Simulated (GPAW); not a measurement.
Two runs for the Ti K edge of atom 2 in BaTiO3 (R3m). Run A: GPAW, LDA, full core hole (charged cell), 10-atom cell with 5.7 Å between holes, 5×5×5 k points, dipole transitions, Gaussian full width 0.94 eV up to 4 eV, rising linearly to 3.5 eV at 25 eV. Run B differs in one choice.

Energy from the lowest empty level; intensity scaled to a mean of 1 over the first 20 eV:

| E (eV) | A | B |
| --- | --- | --- |
| -2.00 | 0.00 | 0.00 |
| -1.25 | 0.00 | 0.00 |
| -0.50 | 0.01 | 0.01 |
| 0.25 | 0.03 | 0.04 |
| 1.00 | 0.02 | 0.01 |
| 1.75 | 0.30 | 0.18 |
| 2.50 | 0.48 | 0.59 |
| 3.25 | 0.18 | 0.36 |
| 4.00 | 0.06 | 0.06 |
| 4.75 | 0.52 | 0.24 |
| 5.50 | 0.55 | 0.76 |
| 6.25 | 0.17 | 0.44 |
| 7.00 | 0.18 | 0.18 |
| 7.75 | 0.20 | 0.18 |
| 8.50 | 0.17 | 0.17 |
| 9.25 | 0.15 | 0.14 |
| 10.00 | 0.17 | 0.13 |
| 10.75 | 0.28 | 0.18 |
| 11.50 | 0.70 | 0.38 |
| 12.25 | 1.57 | 1.03 |
| 13.00 | 2.33 | 2.03 |
| 13.75 | 2.49 | 2.60 |
| 14.50 | 2.35 | 2.53 |
| 15.25 | 2.17 | 2.29 |
| 16.00 | 2.00 | 2.11 |
| 16.75 | 1.87 | 2.01 |
| 17.50 | 1.88 | 1.98 |
| 18.25 | 2.00 | 2.05 |
| 19.00 | 2.11 | 2.17 |
| 19.75 | 2.09 | 2.22 |
| 20.50 | 1.92 | 2.15 |
| 21.25 | 1.74 | 1.97 |
| 22.00 | 1.67 | 1.79 |
| 22.75 | 1.71 | 1.70 |
| 23.50 | 1.80 | 1.74 |
| 24.25 | 1.89 | 1.85 |
| 25.00 | 1.96 | 1.97 |
| 25.75 | 2.00 | 2.08 |
| 26.50 | 1.98 | 2.17 |
| 27.25 | 1.88 | 2.21 |
| 28.00 | 1.71 | 2.16 |
| 28.75 | 1.51 | 2.00 |
| 29.50 | 1.32 | 1.77 |
| 30.25 | 1.20 | 1.52 |
| 31.00 | 1.15 | 1.33 |
| 31.75 | 1.12 | 1.23 |

What was changed?
a) the volume of the cell
b) the size of the supercell
c) the broadening
d) the k mesh of the spectrum

(a): run B changes the volume scale from 1 to 0.94. Against the first run the r.m.s. difference is 14 %. A shift of +0.4 eV leaves 9 %. The highest intensity below 24 eV goes from 13.6 eV (2.50) to 14.0 eV (2.63). Other settings could leave a like mark; this is the one that was changed.

[Hosts, paths, dates, database ids (printed as entryN), source tags and the programs' standing remarks are cut or masked in the printed files.]

[Lists of maxima count a maximum above −3 eV only where it reaches 4 % of the highest in the window and stands out from its surroundings by 2 % of it (1.5 % where it reaches 55 %); shoulders and weaker maxima are passed over, and of the rest the first, up to two pre-edge ones and the few strongest are named.]
